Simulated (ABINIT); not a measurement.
# Quasiparticle gap of ZnSe (Stilleite) in ABINIT

Aim: the G0W0 gap of ZnSe (Stilleite) on PBE, step by step.

Main program and level: ABINIT 10.8.3; PBE and many-body steps on it, plane waves.

**What was measured.**

- Gap 2.695 ± 0.003 eV: excitonic gap from free-exciton PL, not corrected for exciton binding; photoluminescence; 300 K; bulk crystal (Bridgman-grown crystal, polished and etched) (“Alloy Disordering Effects on the Thermal Conductivity and Energy Gap Temperature Dependence of Cd1−xZnxSe Ternary Crystals Grown by the Bridgman Method”, 2023, pmc:10253836).

Report form: the programs' logs are mostly left out.

**1. Set-up**

It takes space group F-43m (No. 216, cubic). Conventional cell: a = 5.668 Å, b = 5.668 Å, c = 5.668 Å, α = 90.00°, β = 90.00°, γ = 90.00°. Zn has 4 Se at 2.45 Å nearest. Se has 4 Zn at 2.45 Å nearest. Farther neighbours and most contacts between anions are not listed.

As a file:

```cif
data_structure
_symmetry_space_group_name_H-M 'P 1'
_symmetry_Int_Tables_number 1
_cell_length_a 4.0076
_cell_length_b 4.0076
_cell_length_c 4.0076
_cell_angle_alpha 60.000
_cell_angle_beta 60.000
_cell_angle_gamma 60.000
_cell_volume 45.51
loop_
_atom_site_label
_atom_site_type_symbol
_atom_site_fract_x
_atom_site_fract_y
_atom_site_fract_z
_atom_site_occupancy
Zn1 Zn 0.00000 0.00000 0.00000 1
Se2 Se 0.25000 0.25000 0.25000 1
```

The cell and positions come from the Crystallography Open Database and are kept as given unless a step says otherwise.

**2. Ground state**

This step: ABINIT 10.8.3; DFT, PBE, plane waves, norm-conserving pseudopotentials.

The ground-state density comes first.

The input, run.abi:

```
acell 3*1.0 Angstrom
rprim 
  -0.000000000000 2.833800000000 2.833800000000
  2.833800000000 -0.000000000000 2.833800000000
  2.833800000000 2.833800000000 0.000000000000
ntypat 2
znucl 30 34
natom 2
typat 1 2
xred 
  0.000000000000 0.000000000000 0.000000000000
  0.250000000000 0.250000000000 0.250000000000
pp_dirpath "pseudos"
pseudos "Zn.upf, Se.upf"
ecut 48
ngkpt 6 6 6
nshiftk 1
shiftk 0 0 0
kptopt 1
chksymbreak 0
nband 27
occopt 1
tolvrs 1e-10
nstep 60
prtwf 0
optforces 0
optstress 0
indata_prefix "in"
outdata_prefix "out"
tmpdata_prefix "tmp"
```

Launch:

```bash
> OMP_NUM_THREADS=1 mpirun -n 4 abinit run.abi > log
```

Wall time 21 s (4 MPI ranks of Arm Neoverse V2, shared host); peak memory 0.36 GiB.

This step gave:

```
total energy               : -14894.3203 eV
gap                        : 1.288 eV
k of the valence top       : 0, 0, 0
k of the conduction bottom : 0, 0, 0
least direct gap           : 1.288 eV
```

The gap is direct, at Γ.

**3. Bands along the symmetry lines**

The cheap functional maps the bands first; the places of the edges decide which points the dearer methods must see.

The input, run.abi:

```
acell 3*1.0 Angstrom
rprim 
  -0.000000000000 2.833800000000 2.833800000000
  2.833800000000 -0.000000000000 2.833800000000
  2.833800000000 2.833800000000 0.000000000000
ntypat 2
znucl 30 34
natom 2
typat 1 2
xred 
  0.000000000000 0.000000000000 0.000000000000
  0.250000000000 0.250000000000 0.250000000000
pp_dirpath "pseudos"
pseudos "Zn.upf, Se.upf"
ecut 48
iscf -2
irdden 1
kptopt 0
nkpt 50
kpt 
  0.00000000 0.00000000 0.00000000
  -0.06250000 -0.06250000 0.00000000
  -0.12500000 -0.12500000 0.00000000
  -0.18750000 -0.18750000 0.00000000
  -0.25000000 -0.25000000 0.00000000
  -0.31250000 -0.31250000 0.00000000
  -0.37500000 -0.37500000 0.00000000
  -0.43750000 -0.43750000 0.00000000
  -0.50000000 -0.50000000 0.00000000
  -0.48437500 -0.48437500 0.03125000
  -0.46875000 -0.46875000 0.06250000
  -0.45312500 -0.45312500 0.09375000
  -0.43750000 -0.43750000 0.12500000
  -0.42187500 -0.42187500 0.15625000
  -0.40625000 -0.40625000 0.18750000
  -0.39062500 -0.39062500 0.21875000
  -0.37500000 -0.37500000 0.25000000
  -0.37500000 0.00000000 0.37500000
  -0.32812500 0.00000000 0.32812500
  -0.28125000 0.00000000 0.28125000
  -0.23437500 0.00000000 0.23437500
  -0.18750000 0.00000000 0.18750000
  -0.14062500 0.00000000 0.14062500
  -0.09375000 0.00000000 0.09375000
  -0.04687500 0.00000000 0.04687500
  0.00000000 0.00000000 0.00000000
  0.00000000 0.00000000 0.06250000
  0.00000000 0.00000000 0.12500000
  0.00000000 0.00000000 0.18750000
  0.00000000 0.00000000 0.25000000
  0.00000000 0.00000000 0.31250000
  0.00000000 0.00000000 0.37500000
  0.00000000 0.00000000 0.43750000
  0.00000000 0.00000000 0.50000000
  -0.06250000 -0.03125000 0.46875000
  -0.12500000 -0.06250000 0.43750000
  -0.18750000 -0.09375000 0.40625000
  -0.25000000 -0.12500000 0.37500000
  -0.31250000 -0.15625000 0.34375000
  -0.37500000 -0.18750000 0.31250000
  -0.43750000 -0.21875000 0.28125000
  -0.50000000 -0.25000000 0.25000000
  -0.50000000 -0.28125000 0.21875000
  -0.50000000 -0.31250000 0.18750000
  -0.50000000 -0.34375000 0.15625000
  -0.50000000 -0.37500000 0.12500000
  -0.50000000 -0.40625000 0.09375000
  -0.50000000 -0.43750000 0.06250000
  -0.50000000 -0.46875000 0.03125000
  -0.50000000 -0.50000000 0.00000000
istwfk *1
nband 29
nbdbuf 2
tolwfr 1e-08
nstep 40
prtwf 0
prtvol 0
indata_prefix "in"
outdata_prefix "out"
tmpdata_prefix "tmp"
```

Elapsed: 22 s, on 4 MPI ranks; peak memory 0.38 GiB.

This step gave:

```
gap                        : 1.288 eV
k of the valence top       : 0, 0, 0
k of the conduction bottom : 0, 0, 0
least direct gap           : 1.288 eV
```

The gap is 1.288 eV, as in the run before at this level.

Electronic bands along the path, in eV, zero at the top of the highest filled band:

| point | band 19 | band 20 | band 21 | band 22 | band 23 | band 24 | band 25 | band 26 |
| --- | --- | --- | --- | --- | --- | --- | --- | --- |
| Γ | -6.17 | 0.00 | 0.00 | 0.00 | 1.29 | 5.81 | 5.81 | 5.81 |
| halfway | -6.15 | -2.88 | -1.25 | -1.25 | 3.93 | 4.03 | 8.04 | 8.04 |
| X | -5.99 | -4.75 | -2.18 | -2.18 | 2.99 | 3.47 | 10.73 | 11.26 |
| halfway | -5.96 | -4.74 | -2.56 | -2.08 | 3.26 | 4.06 | 9.97 | 10.51 |
| U | -5.91 | -4.71 | -3.08 | -1.79 | 3.59 | 5.60 | 9.05 | 9.28 |
| jump to K | -5.91 | -4.71 | -3.08 | -1.79 | 3.59 | 5.60 | 9.05 | 9.28 |
| halfway | -6.15 | -3.33 | -1.74 | -0.49 | 3.79 | 5.97 | 6.67 | 6.69 |
| Γ | -6.17 | 0.00 | 0.00 | 0.00 | 1.29 | 5.81 | 5.81 | 5.81 |
| halfway | -6.17 | -3.04 | -0.48 | -0.48 | 2.75 | 6.45 | 6.45 | 6.57 |
| L | -6.01 | -5.22 | -0.87 | -0.87 | 2.55 | 6.39 | 6.39 | 8.57 |
| halfway | -5.96 | -4.89 | -2.41 | -1.46 | 4.23 | 5.55 | 7.42 | 8.68 |
| W | -5.87 | -4.68 | -2.76 | -2.66 | 5.49 | 5.56 | 6.97 | 7.72 |
| halfway | -5.93 | -4.72 | -2.48 | -2.43 | 3.88 | 4.29 | 9.22 | 9.31 |
| X | -5.99 | -4.75 | -2.18 | -2.18 | 2.99 | 3.47 | 10.73 | 11.26 |

**4. Empty states on the mesh, 4×4×4 mesh, 70 bands**

The sums over transitions need many empty states on a uniform mesh; this step solves for them.

The input, run.abi:

```
acell 3*1.0 Angstrom
rprim 
  -0.000000000000 2.833800000000 2.833800000000
  2.833800000000 -0.000000000000 2.833800000000
  2.833800000000 2.833800000000 0.000000000000
ntypat 2
znucl 30 34
natom 2
typat 1 2
xred 
  0.000000000000 0.000000000000 0.000000000000
  0.250000000000 0.250000000000 0.250000000000
pp_dirpath "pseudos"
pseudos "Zn.upf, Se.upf"
ecut 48
ngkpt 4 4 4
nshiftk 1
shiftk 0 0 0
kptopt 1
chksymbreak 0
iscf -2
irdden 1
istwfk *1
nband 70
nbdbuf 6
tolwfr 1e-09
nstep 60
prtvol 0
indata_prefix "in"
outdata_prefix "out"
tmpdata_prefix "tmp"
```

It took 11 s on 4 MPI ranks; peak memory 0.32 GiB.

This step gave:

```yaml
gap: 1.288 eV
k_of_the_valence_top: 0, 0, 0
k_of_the_conduction_bottom: 0, 0, 0
least_direct_gap: 1.288 eV
k_points_computed: 8
lowest_point_of_the_top_converged_band_above_the_valence_top: 44.38 eV
```

On this mesh the gap is 1.288 eV.

**5. Screening, 4×4×4 mesh, 64 bands, screening to 106.1 eV**

The RPA dielectric matrix is built and inverted for each q.

This step: RPA screening on PBE, plane waves, norm-conserving pseudopotentials.

run.abi: that of step 4 with these lines changed.

```diff
@@ -20,10 +20,11 @@
 chksymbreak 0
-iscf -2
-irdden 1
 istwfk *1
-nband 70
-nbdbuf 6
-tolwfr 1e-09
-nstep 60
-prtvol 0
+occopt 1
+irdwfk 1
+optdriver 3
+nband 64
+ecuteps 3.9
+inclvkb 2
+awtr 1
+symchi 1
 indata_prefix "in"
```

It took 18 s on 4 MPI ranks; peak memory 0.86 GiB.

Numbers from this step:

```
ε∞ with local fields, on this mesh, along the program's q direction : 13.47
the same without local fields                                       : 14.44
plasma frequency                                                    : 36.51 eV
plane waves in the screening matrix                                 : 113
```

Local fields lower ε∞ by 7 %. On a Γ-centred mesh this coarse the value itself is usually too large, while a short band sum pulls it down.

**6. Self-energy, 4×4×4 mesh, 64 bands, screening to 106.1 eV**

The self-energy is evaluated for the states that the input lists, and the levels follow from it, in one-shot runs by the linearised quasiparticle equation.

This step: G0W0 on PBE, plane waves, norm-conserving pseudopotentials.

run.abi: that of step 5 with these lines changed.

```diff
@@ -23,8 +23,15 @@
 irdwfk 1
-optdriver 3
+optdriver 4
 nband 64
+gwcalctyp 0
+ecutsigx 48
+symsigma 1
+nkptgw 1
+kptgw 
+  0.0000000000 0.0000000000 0.0000000000
+bdgw 
+  20 26
 ecuteps 3.9
-inclvkb 2
-awtr 1
-symchi 1
+irdscr 1
+ppmodel 1
 indata_prefix "in"
```

It took 3.5 s on 4 MPI ranks; peak memory 0.72 GiB.

This step gave:

```
G0W0 gap on the points computed              : 2.014 eV
starting gap on the mesh                     : 1.288 eV
k of the valence top                         : 0, 0, 0
k of the conduction bottom                   : 0, 0, 0
Z at the valence top                         : 0.799
Z at the conduction bottom                   : 0.816
least direct G0W0 gap on the computed points : 2.014 eV
```

The gap on the mesh goes from 1.29 eV to 2.01 eV, a correction of +0.73 eV.

Limits: finite bands, cutoff and mesh; no spin-orbit coupling; coarse k mesh. v1 is the top filled band, c1 the lowest empty one. The levels before and after the correction (eV, zero at the valence-band top of each column):

|  | conduction bottom | valence top |
| --- | --- | --- |
| Kohn-Sham | 1.29 | 0.00 |
| G0W0 | 2.01 | 0.00 |

|  | level | energy (eV) |
| --- | --- | --- |
| Kohn-Sham | Γ v3-v1 | 0.000 |
| Kohn-Sham | Γ c1 | 1.288 |
| Kohn-Sham | Γ c2-c4 | 5.814 |
| G0W0 | Γ v3-v1 | 0.000 |
| G0W0 | Γ c1 | 2.014 |
| G0W0 | Γ c2-c4 | 6.704 |

**7. Where the time went**

Times are wall times on 4 MPI ranks of Arm Neoverse V2, shared host, good to a factor of about two.

| step | time | share | memory (GiB) |
| --- | --- | --- | --- |
| ground state | 21 s | 28 % | 0.36 |
| bands along the symmetry lines | 22 s | 29 % | 0.38 |
| empty states on the mesh | 11 s | 15 % | 0.32 |
| screening | 18 s | 23 % | 0.86 |
| self-energy | 3.5 s | 5 % | 0.72 |

**8. Summary of results**

```yaml
pbe_gap: 1.29 eV, direct
g0w0_gap_on_the_mesh: 2.01 eV
gw_settings: 4×4×4 mesh, 64 bands, screening to 106.1 eV, Godby-Needs plasmon pole
known_limits: not at the basis limit; no spin-orbit coupling; coarse k mesh
```

What this shows: G0W0 moves the gap on the mesh from 1.29 eV to 2.01 eV (+0.73 eV), with Z of 0.80 and 0.82 at the edges. Local fields lower the RPA ε∞ on this mesh from 14.44 to 13.47; a Γ-centred mesh this coarse tends to raise both, most where the direct gap is narrow, while a short band sum lowers them. Only 1 of the mesh's irreducible points was corrected, so a valley elsewhere could overtake. Against experiment, by G0W0@PBE: the direct gap of 2.01 eV lies −0.68 eV from the measured 2.695 ± 0.003 eV (exciton, 300 K, 2023). An exciton line or allowed optical edge lies below the quasiparticle gap by the binding energy; a forbidden edge can push the onset above it. The calculation has static nuclei and no excitons; a measured gap holds zero-point and thermal motion, which mostly lowers it. Against the values above the computed gap that would widen the miss. A likelier cause is too strong a screening: the start's gap is only 1.29 eV, the mesh is coarse, and one shot does not repair that. Bands and cutoff are finite, so the gap is not at the basis limit. The miss can reach some tenths of an eV and take either sign; the mesh is an error of its own. In the G0W0 run levels were corrected at 1 k point alone, so a gap called «on the mesh» is the least over those, and an edge elsewhere would be missed. The 4×4×4 mesh is coarse for this cell, which bears on the long-range parts of exchange and screening. The many-body steps are scalar-relativistic: spin-orbit coupling is not in them.

[Paths, hosts, dates, memory and timing lines, banners, echoed tables and standing remarks are left out of the program output.]

[Logs are printed without paths, hosts, clocks, repeated set-up lines and the standing remarks that a program may print on its own settings, such as how far it seeks lower states.]

[Runs of the session that timed out or met a known fault of the program may be left out.]

[No measured gap is set beside runs whose start may be inverted or whose files or cutoffs have a known fault.]

[Hosts, paths, dates, database ids (printed as entryN), source tags and the programs' standing remarks are cut or masked in the printed files.]

[G0W0 gaps are taken among the corrected bands and points alone; a level outside them can change the order at an edge.]

[Where Ansatz stands beside ABINIT at settings called matched, ABINIT's density can come from a denser mesh and the files from another edition; pairs whose starting gaps differed by over 0.03 eV were left out, so agreement reads better than it is.]
